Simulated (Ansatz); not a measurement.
# Lattice dynamics of ScTeN3 (model cell, started as cubic perovskite with Te in the octahedra), part 2 of 2

Aim: the phonons of ScTeN3 (model cell, started as cubic perovskite with Te in the octahedra) at a cell relaxed beforehand at this level. After the zone centre comes a 4×4×4 q mesh on a 12×12×12 k mesh.

Ansatz 0.2.0; DFT PBEsol, scalar-relativistic, plane waves, PAW; PAW set soft_1.

So far. Step 2 (Linear response at the zone centre): Before it was imposed, the acoustic sum rule was missed by 2.2e-5 eV/Å². Small misses are needed for a sound result but don't prove that mesh and cutoff are converged. The lowest optical mode is imaginary, 295.9i cm⁻¹, so the energy falls along it.

The structure was built from a prototype and need not be the compound's stable phase.

### 3. Phonons on a q mesh

Stability and thermal properties need the whole zone. Linear response on a 4×4×4 q mesh gives force constants as far as a supercell of that size would.

Contents of input.yaml:

```yaml
crystal:
  lattice:
    - [3.9131533689, 0.0, 0.0]
    - [0.0, 3.9131533689, 0.0]
    - [0.0, 0.0, 3.9131533689]
  atoms:
    - { symbol: Sc, position: [0.0, 0.0, 0.0] }
    - { symbol: Te, position: [0.5, 0.5, 0.5] }
    - { symbol: "N", position: [0.5, 0.5, 0.0] }
    - { symbol: "N", position: [0.5, 0.0, 0.5] }
    - { symbol: "N", position: [0.0, 0.5, 0.5] }
kpoints:
  mp_grid: { grid: [12, 12, 12] }
hamiltonian:
  xc: pbesol
  pseudopotentials: { kind: paw, azcp: { folder: soft_1 }, xc_functional: pbe }
scf:
  occupations: { method: methfessel_paxton, width: 0.2 }
output:
  eigenvalues: true
phonons:
  method: dfpt
  qmesh: [4, 4, 4]
  temperatures: { t_max: 1000, t_step: 50 }
  qpath:
    path:
      - [[0.0, 0.0, 0.0], [0.0, 0.5, 0.0], [0.5, 0.5, 0.0], [0.0, 0.0, 0.0], [0.5, 0.5, 0.5], [0.0, 0.5, 0.0]]
      - [[0.5, 0.5, 0.5], [0.5, 0.5, 0.0]]
    npoints: 10
```

On the command line:

```console
$ ansatz run input.yaml --threads 8 --pin off --max-ram 16384MiB --backend cpu --events-out ev --progress --plain --runs-dir out
```

Numbers of over 12 decimals in the logs are rounded to 6 here.

The program printed:

```text
[...]
Crystal: 5 atoms, lattice volume = 59.921 Å³
Basis set: ecut = 420 eV, 1189 PW (Γ), exchange–correlation on 54×54×54 points (8 copies of the dense FFT grid, shifted against one another)
Bands: 26, of which v1, the nominal top of the filled ones, is band 21 counted from 1 (20 counted from 0)
Symmetry: 48 space group operations
k-points: 84 of 1728
[...]
SCF iter   1: F=—  HF=-10147.642901 eV  |F-HF|=—  |Δ(HF+E_count)|=         —  Δρ=9.43e-2  dr2=5.99e0  ethr=3.10e-3  ⟨swp⟩=5.8  Hψ=9833  notcnv=0
[...]
SCF iter  11: F=-10145.928586 eV  HF=-10145.928586 eV  |F-HF|=1.82e-12  |Δ(HF+E_count)|=    0.00e0  S|Δr|=    0.00e0  Δρ=4.47e-8  dr2=1.46e-12  ethr=1.00e-12  ⟨swp⟩=10.3  Hψ=10560  notcnv=0
SCF 1 converged in 11 iterations: F = -10145.928586 eV  dr2 = 1.46e-12
[...]
iter 1 solved again at ethr=8.58e-8 eV; its pass at ethr=3.10e-3 eV (dr2=3.60e-5 eV) is discarded
SCF iter   1: F=—  HF=-10145.928586 eV  |F-HF|=—  |Δ(HF+E_count)|=         —  Δρ=3.14e-6  dr2=9.21e-9  ethr=8.58e-8  ⟨swp⟩=4.1  Hψ=17565  notcnv=0
eigensolver tolerance schedule: the retry pair's looser diagonalisation over-reported the residual by 3913.25 of it (diagonalisation noise at 0.12 of the residual, at the tolerance the schedule requests for it); recorded, not acted on — ethr = c·dr2/N_el stays at c = 1.0e-1
[...]
SCF iter   2: F=—  HF=-10145.928586 eV  |F-HF|=—  |Δ(HF+E_count)|=   1.92e-7  S|Δr|=    0.00e0  Δρ=1.76e-6  dr2=2.32e-9  ethr=2.19e-11  ⟨swp⟩=3.2  Hψ=4952  notcnv=0
[...]
SCF iter   8: F=-10145.928586 eV  HF=-10145.928586 eV  |F-HF|=5.46e-12  |Δ(HF+E_count)|=  1.82e-11  S|Δr|=    0.00e0  Δρ=7.42e-8  dr2=5.10e-12  ethr=1.00e-12  ⟨swp⟩=2.1  Hψ=5224  notcnv=0
SCF 2 converged in 8 iterations: F = -10145.928586 eV  dr2 = 5.10e-12
phonons: the bands overlap, so this run is a metal and interpolates without the dipole-dipole term. If the crystal is really an insulator or semiconductor, its LO-TO splitting is missing
NSCF: frozen V_eff on 84 k-points
WARN: eigensolver did not converge in 4 slots of this pass, the one above among them; of largest residual over every band (k=65): 1 band(s) unlocked (lowest unlocked band 25, counted from 0; max residual 3.35e-5 eV among the unlocked bands, 3.35e-5 eV over every band); of lowest unlocked band (k=40): band 25
[...]
DFPT response loops at q = (0, 0, 0) (fractional): preconditioner auto → Kerker (q_TF=auto, 2.571 Å⁻¹) (partly filled bands, converged f_vac=0.000); β = 1.00, the filter's whole step (`scf.mixing.beta` (0.50) is not read by the response loops under this deck's `scf.mixing.preconditioner`; to damp them name `kerker` or `kerker_dos`, under which they read `scf.mixing.beta`, and type it under 1.00, their step now; both keys bind the ground state too); Broyden in place of MSR1
[...]
SCF converged after 11 iterations
[...]
Free energy (F): -10145.928586 eV
[...]
Internal energy: -10145.927516 eV  (E = F + TS)
E sigma→0 (E₀):  -10145.928318 eV
Entropy (-TS):   -0.001070 eV (-0.214 meV/atom)
Fermi energy:    12.912159 eV
[...]
--- Band table (eV; the first three rows and the last of 84) ---
  k-point 0: bands = [... 17 lower, 11.4461, 11.4461, 11.4817, 11.4817, 11.4817, 13.7864, 13.7864, 14.2307, ... 1 higher]
  k-point 1: bands = [... 17 lower, 11.3835, 11.3835, 11.4149, 11.4149, 11.4173, 13.8416, 13.9720, 14.2398, ... 1 higher]
  k-point 2: bands = [... 17 lower, 11.1580, 11.1580, 11.3188, 11.3188, 11.6784, 13.9965, 14.2647, 14.3876, ... 1 higher]
  k-point 83: bands = [... 17 lower, 10.9516, 13.3357, 13.3357, 13.3357, 14.4973, 14.4973, 14.4973, 14.9808, ... 1 higher]
--- Phonons (Γ-DFPT): 4 representative perturbations + reference (Σ response iterations 15) ---
  ASR residual: 2.292e-5 → 0.000e0 eV/Å²; symmetrization residual: 4.674e-6 eV/Å²
  ASR residual per site (eV/Å²): 2.29e-5 9.67e-6 4.93e-6 4.93e-6 4.93e-6
[...]
--- Phonons (arbitrary-q DFPT): 10 irreducible q on the 4×4×4 mesh ---
  q = [0.0000, 0.0000, 0.0000] (star 1, of the zone-centre solve; hermiticity 2.61e-7, symmetrization 7.88e-13): -295.86 -295.86 -295.86 -240.45 -240.45 -240.45 -0.00 -0.00 0.00 214.63 214.63 214.63 869.24 869.24 869.24
  q = [0.0000, 0.0000, 0.2500] (star 6, 9 solved perturbations in 4536 linear systems a pass and spin channel, the states on 588 of 1728 k-point pairs; hermiticity 2.75e-7, symmetrization 1.34e-12): -277.93 -277.93 -228.08 -208.23 -208.23 -170.93 88.64 88.64 139.11 201.23 201.23 254.55 866.46 874.88 874.88
[...]
q = [0.0000, 0.2500, -0.5000] (star 12, 15 solved perturbations on 588 of 1728 k-point pairs; hermiticity 3.46e-7, symmetrization 1.29e-14): -363.46 -259.80 -246.70 -220.82 -128.27 129.94 140.33 159.61 178.77 267.60 289.79 333.31 806.47 883.88 904.61
[...]
sum rule: each row above includes the acoustic sum rule's correction from the zone centre's row sums; it moved no ω² by more than (0.37 cm⁻¹)²
  mesh force constants: q→R imaginary residual 9.76e-19; ASR residual 2.292e-5 → 0.000e0 eV/Å²; symmetrization residual 2.132e-14 eV/Å²
  interpolated dispersion: 62 rows × 15 modes
  density of states and harmonic sums: on the 16×16×16 q-mesh, interpolated from the force constants of a 4×4×4 supercell (no non-analytic term)
  largest difference from the sums on the solved wave vectors: F 2.86e-2 eV, S 3.49e-5 and C_V 8.76e-6 eV/K
  zero-point energy: 0.252031 eV/cell   skipped modes (ω ≤ 0): 927, of them read as no rigid motion or as one in doubt: 924 (5.551e0 modes/cell left out, lowest -463.05 cm⁻¹)   left out of the sums: 3.70e-1 of the cell's modes: C_V's classical limit lies that fraction below 3 k_B per atom; for a crystal, a wire or a layer, F and S can be off by more, and a phonons.interpolated_qmesh denser along its periods is the remedy for the sampling
```

It took 22 min on 8 threads of AMD EPYC 7R32 (Zen 2), shared host; peak memory 6.3 GiB; 2.6 h of CPU time.

This step gave:

- sum-rule residual before enforcement: 2.29e-5 eV/Å²
- lowest frequency on the path: -463.0 cm⁻¹
- highest frequency on the path or at a solved wavevector: 985.2 cm⁻¹
- lowest mode on the q mesh (acoustic modes at Γ apart): -463.1 cm⁻¹

Frequencies (cm⁻¹) solved at each irreducible wavevector; negative means imaginary. Frequencies by wavevector, by row:

| q in reciprocal lattice units | star | mode 1 | mode 2 | mode 3 | mode 4 | mode 13 | mode 14 | mode 15 |
| --- | --- | --- | --- | --- | --- | --- | --- | --- |
| 0 0 0 | 1 | -295.9 | -295.9 | -295.9 | -240.4 | 869.2 | 869.2 | 869.2 |
| 0 0 0.25 | 6 | -277.9 | -277.9 | -228.1 | -208.2 | 866.5 | 874.9 | 874.9 |
| 0 0 -0.5 | 3 | -267.7 | -267.7 | -198 | -164.5 | 842.5 | 878.9 | 878.9 |
| 0 0.25 0.25 | 12 | -334.1 | -285.5 | -247.9 | -190.9 | 830.9 | 879.4 | 908.7 |
| 0 0.25 -0.5 | 12 | -363.5 | -259.8 | -246.7 | -220.8 | 806.5 | 883.9 | 904.6 |
| 0 -0.5 -0.5 | 3 | -406.6 | -301.8 | -301.8 | -97.7 | 790 | 888.3 | 940.3 |
| 0.25 0.25 0.25 | 8 | -342.1 | -319.3 | -319.3 | -211.4 | 832.2 | 832.2 | 938.1 |
| 0.25 0.25 -0.5 | 12 | -382.7 | -359.5 | -308.2 | -236.6 | 804.7 | 834.4 | 951.9 |
| 0.25 -0.5 -0.5 | 6 | -415.6 | -381.6 | -381.6 | -228.7 | 786.8 | 823.8 | 972.9 |
| -0.5 -0.5 -0.5 | 1 | -463.1 | -463.1 | -463.1 | -245.8 | 784.4 | 784.4 | 985.2 |

Interpolated from a 4×4×4 q mesh. The phonon branches at the labelled points (cm⁻¹):

| point | branch 1 | branch 2 | branch 3 | branch 4 | branch 12 | branch 13 | branch 14 | branch 15 |
| --- | --- | --- | --- | --- | --- | --- | --- | --- |
| Γ | -296 | -296 | -296 | -240 | 215 | 869 | 869 | 869 |
| halfway | -278 | -278 | -228 | -208 | 254 | 866 | 875 | 875 |
| X | -268 | -268 | -198 | -164 | 317 | 842 | 879 | 879 |
| halfway | -364 | -260 | -247 | -221 | 333 | 806 | 884 | 905 |
| M | -407 | -302 | -302 | -98 | 346 | 790 | 888 | 940 |
| halfway | -334 | -286 | -248 | -191 | 278 | 831 | 879 | 909 |
| Γ | -296 | -296 | -296 | -240 | 215 | 869 | 869 | 869 |
| halfway | -342 | -319 | -319 | -211 | 307 | 832 | 832 | 938 |
| R | -463 | -463 | -463 | -246 | 356 | 784 | 784 | 985 |
| halfway | -383 | -360 | -308 | -237 | 345 | 805 | 834 | 952 |
| X | -268 | -268 | -198 | -164 | 317 | 842 | 879 | 879 |
| jump to R | -463 | -463 | -463 | -246 | 356 | 784 | 784 | 985 |
| halfway | -416 | -382 | -382 | -229 | 351 | 787 | 824 | 973 |
| M | -407 | -302 | -302 | -98 | 346 | 790 | 888 | 940 |

Tetrahedra on a 16×16×16 mesh, mean over bins of 20 cm-1. Interpolated from a 4×4×4 q mesh. The phonon density of states by wavenumber; read off at these points:

| wavenumber (cm⁻¹) | phonon density of states (1/cm⁻¹/cell) |
| --- | --- |
| -470 | 2.0e-5 |
| -410 | 0.00769 |
| -330 | 0.0138 |
| -290 | 0.0272 |
| -270 | 0.0211 |
| -190 | 0.0298 |
| -130 | 0.00534 |
| -50 | 0.00247 |
| 10 | 0.00221 |
| 90 | 0.0106 |
| 150 | 0.0136 |
| 210 | 0.0313 |
| 230 | 0.0275 |
| 290 | 0.0248 |
| 330 | 0.0297 |
| 370 | 0 |
| 430 | 0 |
| 510 | 0 |
| 570 | 0 |
| 650 | 0 |
| 710 | 0 |
| 790 | 0.0134 |
| 850 | 0.0174 |
| 870 | 0.0287 |
| 930 | 0.0117 |
| 990 | 8.2e-4 |

The partial phonon density of states has structure finer than the step of the table below, so its rows give means over 50 cm⁻¹, whole bins alone (the curve runs from -469 to 1024 cm⁻¹). Peaks (cm⁻¹: height): N -300.2: 0.0176, -196.8: 0.0194, 338.5: 0.0158, 873.9: 0.0232; Sc -225.0: 0.0151, 94.3: 0.005, 207.0: 0.00595; Te 207.0: 0.015.

Phonopy on the run's constants, 15x15x15 mesh, Gaussian sigma 10.7 cm-1. Interpolated from a 4×4×4 q mesh. Table of partial phonon density of states by wavenumber; means over each step; values in 1/cm⁻¹/cell:

| wavenumber (cm⁻¹) | N | Sc | Te |
| --- | --- | --- | --- |
| -400 | 0.00918 | 1.2e-4 | 1.0e-6 |
| -350 | 0.0114 | 9.6e-4 | 1.0e-5 |
| -300 | 0.0161 | 0.00573 | 2.2e-5 |
| -250 | 0.0128 | 0.00975 | 9.3e-5 |
| -200 | 0.0168 | 0.00960 | 3.6e-4 |
| -150 | 0.00633 | 0.00313 | 2.2e-4 |
| -100 | 0.00113 | 0.00264 | 1.6e-4 |
| -50 | 4.8e-4 | 0.00232 | 1.9e-4 |
| 0 | 1.2e-4 | 6.6e-4 | 1.1e-4 |
| 50 | 8.9e-4 | 0.00257 | 0.00109 |
| 100 | 0.00275 | 0.00445 | 0.00404 |
| 150 | 0.00411 | 0.00319 | 0.00916 |
| 200 | 0.00828 | 0.00478 | 0.0141 |
| 250 | 0.00925 | 0.00377 | 0.0139 |
| 300 | 0.0104 | 0.00375 | 0.0111 |
| 350 | 0.00974 | 0.00252 | 0.00399 |
| 400 | 6.9e-5 | 1.7e-5 | 9.2e-6 |
| 450 | 0 | 0 | 0 |
| 500 | 0 | 0 | 0 |
| 550 | 0 | 0 | 0 |
| 600 | 0 | 0 | 0 |
| 650 | 0 | 0 | 0 |
| 700 | 0 | 0 | 0 |
| 750 | 4.5e-4 | 0 | 4.4e-7 |
| 800 | 0.0145 | 6.2e-6 | 1.1e-4 |
| 850 | 0.0192 | 8.8e-6 | 6.2e-4 |
| 900 | 0.0148 | 3.7e-6 | 5.8e-4 |
| 950 | 0.00832 | 0 | 1.6e-4 |

Symmetry leaves 10 wavevectors to solve. The lowest mode among them, the acoustic zeros apart, lies at q = (-0.5, -0.5, -0.5) and is imaginary, 463.1i cm⁻¹, so the energy falls along it.

### 4. Summary of results

```json
{
 "space group (within 0.01 Å)": "Pm-3m",
 "volume per atom": "12.0 Å³",
 "electronic character": "no gap on this mesh",
 "highest optical mode at the zone centre (no LO-TO term)": "869 cm⁻¹",
 "lowest optical zone-centre mode": "-296 cm⁻¹",
 "lowest mode on the q mesh (acoustic modes at Γ apart)": "-463 cm⁻¹",
 "highest frequency on the path or at a solved wavevector": "985 cm⁻¹",
 "imaginary modes on the 4×4×4 q mesh": "yes"
}
```

**Reading.** Modes are clearly imaginary (beyond 10i cm⁻¹) at 10 of the 10 irreducible wavevectors, most at q = (-0.5, -0.5, -0.5) (463.1i cm⁻¹), so this structure is not a minimum of the energy. The optical modes at Γ span -296 to 869 cm⁻¹ (negative means imaginary). The highest mode in this list at Γ, 869.2 cm⁻¹, is mostly motion of N (94 % of the kinetic energy). With no gap, or one that is small against the smearing, the frequencies hang on the k mesh and the smearing, most of all near Kohn anomalies. Spin-orbit coupling is left out, which can matter for the heavy elements here. The PAW files were made for PBE and serve the other functionals too. A phonon run warned that its eigensolver left some bands unconverged in a pass. The starting cell was built on a prototype and not taken from a measurement, so the phase need not exist. These are harmonic frequencies at zero temperature: anharmonic shifts, linewidths and thermal expansion are left out.

[Logs are printed without paths, hosts, clocks, repeated set-up lines and the standing remarks that a program may print on its own settings, such as how far it seeks lower states.]

[Hosts, paths, dates, database ids (printed as entryN), source tags and the programs' standing remarks are cut or masked in the printed files.]
